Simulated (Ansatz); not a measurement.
# Lattice dynamics of Na3PaF8 (I4/mmm), part 2 of 3

Task: relax Na3PaF8 (I4/mmm), then find its harmonic phonons.

Ansatz 0.2.0; DFT PBEsol, scalar-relativistic, plane waves, PAW.

So far. Step 3 (Tight relaxation): The largest force component left is 0.19 meV/Å. The volume is held at 13.79 Å³/atom, so a pressure of -0.96 GPa remains at this level.

**4. Modes at Γ**

The zone centre comes first: it holds the modes that light can see, as far as symmetry allows. The response to a homogeneous field gives the Born charges and the dielectric tensor.

input.yaml

```yaml
crystal:
  lattice:
    - [-2.7483564861, 2.7483564861, 5.4775923823]
    - [2.7483564861, -2.7483564861, 5.4775923823]
    - [2.7483564861, 2.7483564861, -5.4775923823]
  atoms:
    - { symbol: Na, position: [0.75, 0.25, 0.5] }
    - { symbol: Na, position: [0.25, 0.75, 0.5] }
    - { symbol: Na, position: [0.5, 0.5, 0.0] }
    - { symbol: Pa, position: [0.0, 0.0, 0.0] }
    - { symbol: F, position: [0.3477599969, 0.3477599969, 0.4630252162] }
    - { symbol: F, position: [0.3477599969, 0.8847347807, 0.0] }
    - { symbol: F, position: [0.8847347807, 0.8847347807, 0.5369747838] }
    - { symbol: F, position: [0.8847347807, 0.3477599969, 0.0] }
    - { symbol: F, position: [0.6522400031, 0.1152652193, 0.0] }
    - { symbol: F, position: [0.6522400031, 0.6522400031, 0.5369747838] }
    - { symbol: F, position: [0.1152652193, 0.6522400031, 0.0] }
    - { symbol: F, position: [0.1152652193, 0.1152652193, 0.4630252162] }
kpoints:
  mp_grid: { grid: [8, 8, 8] }
hamiltonian:
  xc: pbesol
scf:
  occupations: { method: fixed }
output:
  eigenvalues: true
phonons:
  method: dfpt
  dielectric: true
  rigid_motions: translations
```

Started as:

```
> ansatz run input.yaml --threads 16 --pin off --max-ram 61440MiB --backend cuda --events-out ev --progress --plain --runs-dir out
```

Numbers of over 12 decimals in the logs are rounded to 6 here.

What it wrote:

```text
[...]
Crystal: 12 atoms, lattice volume = 165.499 Å³
Basis set: ecut = 420 eV, 3227 PW (Γ), exchange–correlation on 90×90×90 points (8 copies of the dense FFT grid, shifted against one another)
Bands: 60, of which v1, the nominal top of the filled ones, is band 48 counted from 1 (47 counted from 0)
Symmetry: 16 space group operations
k-points: 260 of 512 (irreducible under 1 space group operation, time reversal used)
[...]
SCF iter   1: F=—  HF=-24315.874305 eV  |F-HF|=—  |Δ(HF+E_count)|=         —  Δρ=1.55e-2  dr2=3.12e-1  ethr=1.77e-3  ⟨swp⟩=4.0  Hψ=53214  notcnv=0  defer=1300
[...]
SCF iter   6: F=—  HF=-24315.814155 eV  |F-HF|=—  |Δ(HF+E_count)|=   3.19e-6  Δρ=4.66e-5  dr2=6.38e-6  ethr=5.49e-8  ⟨swp⟩=2.2  Hψ=21961  notcnv=0  defer=1300
[...]
SCF iter   9: F=—  HF=-24315.814506 eV  |F-HF|=—  |Δ(HF+E_count)|=   5.72e-8  Δρ=6.63e-7  dr2=1.57e-9  ethr=6.99e-11  ⟨swp⟩=2.0  Hψ=19768  notcnv=0  defer=1300
[...]
SCF iter  11: F=-24315.814506 eV  HF=-24315.814506 eV  |F-HF|=5.82e-11  |Δ(HF+E_count)|=  1.67e-10  Δρ=2.18e-7  dr2=7.57e-11  ethr=1.00e-12  ⟨swp⟩=13.8  Hψ=87715  notcnv=0
SCF 1 converged in 11 iterations: F = -24315.814506 eV  dr2 = 7.57e-11
[...]
NSCF: frozen V_eff on 1 k-points
[...]
SCF converged after 11 iterations
[...]
site 9:
        -1.08126   -0.38730   -0.43043
        -0.38730   -1.08126   -0.43043
        -0.37325   -0.37325   -1.04678
    site 10:
        -1.08126    0.38730   -0.43043
         0.38730   -1.08126    0.43043
        -0.37325    0.37325   -1.04678
    site 11:
        -1.08126   -0.38730    0.43043
        -0.38730   -1.08126    0.43043
         0.37325    0.37325   -1.04678
  Z* charge neutrality: 3.121e-5 e pre-enforcement
  k-mesh period / interband length: 44.0 Å / 0.85 Å = 51.91 at k = (0.0000, 0.0000, 0.0000), direct gap 4.461 eV — 14 or more, which is no proof of convergence
  optical modes at Γ without the LO–TO term, one row a degenerate level:
      ω (cm⁻¹)  modes    IR ((D/Å)²/amu)
         33.95      1             0.0000
         46.65      1             0.0000
         71.21      1             0.0000
        100.52      2             0.0000
        127.01      1             0.2914
        139.29      2             1.5283
        153.66      2             0.0000
        154.30      1             0.0000
        160.13      2             9.8921
        172.48      1             8.1339
        200.84      1             0.0000
        225.81      2             7.8541
        234.77      2             0.0000
        240.53      1             2.4678
        283.32      1             0.0000
        284.15      2             1.1554
        307.89      1             0.0000
        323.88      1             0.0000
        326.90      1             0.0000
        353.48      1             0.0000
        379.23      2             0.0000
        386.25      2            22.2155
        418.35      1             9.1299
        527.28      1             0.0000
  optical modes at Γ + LO–TO along q̂ = [1.0000, 0.0000, 0.0000]:
      ω (cm⁻¹)  modes    IR ((D/Å)²/amu)
         33.95      1             0.0000
         46.65      1             0.0000
         71.21      1             0.0000
        100.52      2             0.0000
        127.01      1             0.2914
        139.29      1             0.7641
        141.42      1             0.0134
[...]
optical modes at Γ + LO–TO along q̂ = [0.0000, 1.0000, 0.0000]:
      ω (cm⁻¹)  modes    IR ((D/Å)²/amu)
[...]
optical modes at Γ + LO–TO along q̂ = [0.0000, 0.0000, 1.0000]:
      ω (cm⁻¹)  modes    IR ((D/Å)²/amu)
[...]
234.77      2             0.0000
        283.32      1             0.0000
        284.15      2             1.1554
        284.63      1             3.3855
        307.89      1             0.0000
        323.88      1             0.0000
        326.90      1             0.0000
        353.48      1             0.0000
        379.23      2             0.0000
        386.25      2            22.2155
        500.10      1            16.0229
        527.28      1             0.0000
```

Elapsed: 35 s, on 1 × NVIDIA GB200 with 16 threads of Arm Neoverse V2, shared host; peak memory 7.8 GiB.

In the SCF lines HF is the Harris–Foulkes energy and dr2 the Hartree energy of the density residual, in eV; the loop may stop once dr2 is under the threshold and the program's other checks hold. Hψ counts applications of the Hamiltonian.

Numbers from this step:

- sum-rule residual before enforcement: 1.98e-4 eV/Å²
- miss of the charge sum rule: 3.12e-5 e
- point group: 4/mmm
- highest optical mode at the zone centre (no LO-TO term): 527.3 cm⁻¹
- lowest optical zone-centre mode: 33.95 cm⁻¹
- mean high-frequency dielectric constant: 2.248
- largest Born charge (third of the trace): 5.116 e
- mean static dielectric constant: 7.266
- top of the zone-centre spectrum with the field: 527.3 cm⁻¹

Without the LO-TO term. Patterns of degenerate modes are one choice out of their space. The 30 lowest of 36 modes. The modes at Γ (shares of kinetic energy by element, %):

| mode | frequency (cm⁻¹) | symmetry | Na % | Pa % | F % |
| --- | --- | --- | --- | --- | --- |
| 1 | 0.0 | acoustic | 15 | 51 | 34 |
| 2 | 0.0 | acoustic | 15 | 51 | 34 |
| 3 | 0.0 | acoustic | 15 | 51 | 34 |
| 4 | 34.0 | B1u | 0 | 0 | 100 |
| 5 | 46.7 | A1u | 0 | 0 | 100 |
| 6 | 71.2 | A2g | 0 | 0 | 100 |
| 7 | 100.5 | Eg | 3 | 0 | 97 |
| 8 | 100.5 | Eg | 3 | 0 | 97 |
| 9 | 127.0 | A2u | 88 | 12 | 0 |
| 10 | 139.3 | Eu | 90 | 10 | 1 |
| 11 | 139.3 | Eu | 90 | 10 | 1 |
| 12 | 153.7 | Eg | 90 | 0 | 10 |
| 13 | 153.7 | Eg | 90 | 0 | 10 |
| 14 | 154.3 | B1g | 100 | 0 | 0 |
| 15 | 160.1 | Eu | 90 | 2 | 8 |
| 16 | 160.1 | Eu | 90 | 2 | 8 |
| 17 | 172.5 | A2u | 85 | 0 | 15 |
| 18 | 200.8 | B2g | 0 | 0 | 100 |
| 19 | 225.8 | Eu | 4 | 23 | 73 |
| 20 | 225.8 | Eu | 4 | 23 | 73 |
| 21 | 234.8 | Eg | 5 | 0 | 95 |
| 22 | 234.8 | Eg | 5 | 0 | 95 |
| 23 | 240.5 | A2u | 9 | 24 | 67 |
| 24 | 283.3 | B1u | 0 | 0 | 100 |
| 25 | 284.2 | Eu | 0 | 1 | 99 |
| 26 | 284.2 | Eu | 0 | 1 | 99 |
| 27 | 307.9 | B2u | 0 | 0 | 100 |
| 28 | 323.9 | B1g | 0 | 0 | 100 |
| 29 | 326.9 | A1g | 0 | 0 | 100 |
| 30 | 353.5 | B2g | 0 | 0 | 100 |

Displacements in mode 4 (34.0 cm⁻¹), the largest set to 1:
```
Na1  0.00  0.00  0.00
Na2  0.00  0.00  0.00
Na3  0.00  0.00  0.00
Pa4  0.00  0.00  0.00
F5  -0.49 -0.49  1.00
F6  -0.49  0.49 -1.00
F7   0.49  0.49  1.00
F8   0.49 -0.49 -1.00
F9  -0.49  0.49 -1.00
F10 -0.49 -0.49  1.00
F11  0.49 -0.49 -1.00
F12  0.49  0.49  1.00
```

Displacements in mode 15 (160.1 cm⁻¹), the largest set to 1:
```
Na1  0.01  0.11  0.00
Na2  0.01  0.11  0.00
Na3  0.06  1.00  0.00
Pa4  0.00 -0.05  0.00
F5  -0.01 -0.11 -0.01
F6   0.00 -0.11 -0.01
F7  -0.01 -0.11  0.01
F8   0.00 -0.11  0.01
F9   0.00 -0.11 -0.01
F10 -0.01 -0.11 -0.01
F11  0.00 -0.11  0.01
F12 -0.01 -0.11  0.01
```

Optical modes at the zone centre, without and with the macroscopic field of the longitudinal modes; each column is sorted by frequency, so a row need not hold one and the same mode. Modes with and without the field, by row:

| rank among optical modes | no field (cm⁻¹) | q along (1, 0, 0) (cm⁻¹) | q along (0, 0, 1) (cm⁻¹) |
| --- | --- | --- | --- |
| 1 | 34 | 34 | 34 |
| 2 | 46.6 | 46.6 | 46.6 |
| 3 | 71.2 | 71.2 | 71.2 |
| 4 | 100.5 | 100.5 | 100.5 |
| 5 | 100.5 | 100.5 | 100.5 |
| 6 | 127 | 127 | 128.3 |
| 7 | 139.3 | 139.3 | 139.3 |
| 8 | 139.3 | 141.4 | 139.3 |
| 9 | 153.7 | 153.7 | 153.7 |
| 10 | 153.7 | 153.7 | 153.7 |
| 11 | 154.3 | 154.3 | 154.3 |
| 12 | 160.1 | 160.1 | 160.1 |
| 13 | 160.1 | 172.5 | 160.1 |
| 14 | 172.5 | 188.8 | 200.8 |
| 15 | 200.8 | 200.8 | 217.2 |
| 16 | 225.8 | 225.8 | 225.8 |
| 17 | 225.8 | 234.8 | 225.8 |
| 18 | 234.8 | 234.8 | 234.8 |
| 19 | 234.8 | 240.5 | 234.8 |
| 20 | 240.5 | 261.3 | 283.3 |
| 21 | 283.3 | 283.3 | 284.1 |
| 22 | 284.1 | 284.1 | 284.1 |
| 23 | 284.1 | 291.4 | 284.6 |
| 24 | 307.9 | 307.9 | 307.9 |
| 25 | 323.9 | 323.9 | 323.9 |
| 26 | 326.9 | 326.9 | 326.9 |
| 27 | 353.5 | 353.5 | 353.5 |
| 28 | 379.2 | 379.2 | 379.2 |
| 29 | 379.2 | 379.2 | 379.2 |
| 30 | 386.2 | 386.2 | 386.2 |
| 31 | 386.2 | 418.4 | 386.2 |
| 32 | 418.4 | 488.6 | 500.1 |
| 33 | 527.3 | 527.3 | 527.3 |

Born charge (rows field, columns displacement) (e), principal values of the symmetric part by kind of site:

| atom | atoms with these values | low | middle | high | mean |
| --- | --- | --- | --- | --- | --- |
| Na1 | 2 | 1.05 | 1.05 | 1.36 | 1.15 |
| Na3 | 1 | 0.75 | 1.33 | 1.33 | 1.14 |
| Pa4 | 1 | 4.91 | 5.22 | 5.22 | 5.12 |
| F5 | 8 | -1.86 | -0.69 | -0.65 | -1.07 |

In full for Pa4:

```
5.22 0.00 0.00
0.00 5.22 0.00
0.00 0.00 4.91
```

High-frequency dielectric tensor:

```
2.26 0.00 0.00
0.00 2.26 0.00
0.00 0.00 2.22
```

Static dielectric tensor (ions relaxed, fixed cell):

```
7.30 0.00 0.00
0.00 7.30 0.00
0.00 0.00 7.20
```

Transverse modes. Infrared lines, with heights relative to the strongest:

| position (cm⁻¹) | lines merged | relative intensity |
| --- | --- | --- |
| 34 | 1 | 0.0 |
| 47 | 1 | 0.0 |
| 71 | 1 | 0.0 |
| 100 | 1 | 0.0 |
| 127 | 1 | 1.3 |
| 139 | 1 | 6.9 |
| 154 | 2 | 0.0 |
| 160 | 1 | 45 |
| 172 | 1 | 37 |
| 201 | 1 | 0.0 |
| 226 | 1 | 35 |
| 235 | 1 | 0.0 |
| 240 | 1 | 11 |
| 283 | 1 | 0.0 |
| 284 | 1 | 5.2 |
| 308 | 1 | 0.0 |
| 324 | 1 | 0.0 |
| 327 | 1 | 0.0 |
| 354 | 1 | 0.0 |
| 379 | 1 | 0.0 |
| 386 | 1 | 100 |
| 418 | 1 | 41 |
| 527 | 1 | 0.0 |

Before it was imposed, the acoustic sum rule was missed by 2.0e-4 eV/Å² and the charge sum rule by 3.1e-5 e. Small misses are needed for a sound result but don't prove that mesh and cutoff are converged. The lowest optical mode is real, 34.0 cm⁻¹.

[end of part 2 of 3]

[Logs are printed without paths, hosts, clocks, repeated set-up lines and the standing remarks that a program may print on its own settings, such as how far it seeks lower states.]

[Hosts, paths, dates, database ids (printed as entryN), source tags and the programs' standing remarks are cut or masked in the printed files.]
